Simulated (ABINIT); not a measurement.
Computed results, one entry a study.

**A GW chain in ABINIT: CsSrF3 (Pm-3m)**

Symmetry: Pm-3m, No. 221, cubic system. The conventional cell has a = 4.763 Å, b = 4.763 Å, c = 4.763 Å, α = 90.00°, β = 90.00°, γ = 90.00°. Nearest to Cs lie 12 F at 3.37 Å. Nearest to Sr lie 6 F at 2.38 Å. Nearest to F lie 2 Sr at 2.38 Å and 4 Cs at 3.37 Å. Farther neighbours and most contacts between anions are not listed.

| Item | Value |
| --- | --- |
| method | RPA screening on PBEsol with spin-orbit coupling, plane waves, norm-conserving pseudopotentials (and 2 further levels or steps) |
| program | ABINIT 10.8.3 |
| settings of one run | cutoff 36 Ha, PseudoDojo fully relativistic 0.4 standard, norm-conserving, ngkpt (2, 2, 2), nband 146, ecuteps 3.6 Ha, shiftk (0, 0, 0), symchi 1, awtr 1, frequency ppm, 2×2×2 k-mesh |
| cost | 5 runs, 13 min in all on 4 MPI ranks of Arm Neoverse V1, shared host (the runs of this entry) |
| notes | The program’s warnings: Neglecting <n,k\|[Vnl,iqr]\|m,k>. The cell and positions are those that the Materials Project relaxed with its own functionals (PBE, PBE+U or r2SCAN), kept fixed. Limits: screening head approximate. Only 1 of the mesh’s irreducible points was corrected, so a valley elsewhere could overtake. Bands and cutoff are finite, so the gap is not at the basis limit. The miss can reach some tenths of an eV and take either sign; the mesh is an error of its own. The 2×2×2 mesh is coarse for this cell, which bears on the long-range parts of exchange and screening. |
| PBEsol gap | 6.23 eV, direct |
| G0W0 gap on the mesh | 9.31 eV |
| GW settings | 2×2×2 mesh, 146 bands, screening to 98 eV, Godby-Needs plasmon pole |
| known limits | not at the basis limit; screening head approximate; coarse k mesh |

G0W0 moves the gap on the mesh from 6.23 eV to 9.31 eV (+3.09 eV), with Z of 0.80 and 0.89 at the edges. Local fields lower the RPA ε∞ on this mesh from 2.66 to 2.45; a Γ-centred mesh this coarse tends to raise both, most where the direct gap is narrow, while a short band sum lowers them.

[Runs of the session that timed out or met a known fault of the program may be left out.]

[Hosts, paths, dates, database ids (printed as entryN), source tags and the programs' standing remarks are cut or masked in the printed files.]

[G0W0 gaps are taken among the corrected bands and points alone; a level outside them can change the order at an edge.]

[Where Ansatz stands beside ABINIT at settings called matched, ABINIT's density can come from a denser mesh and the files from another edition; pairs whose starting gaps differed by over 0.03 eV were left out, so agreement reads better than it is.]
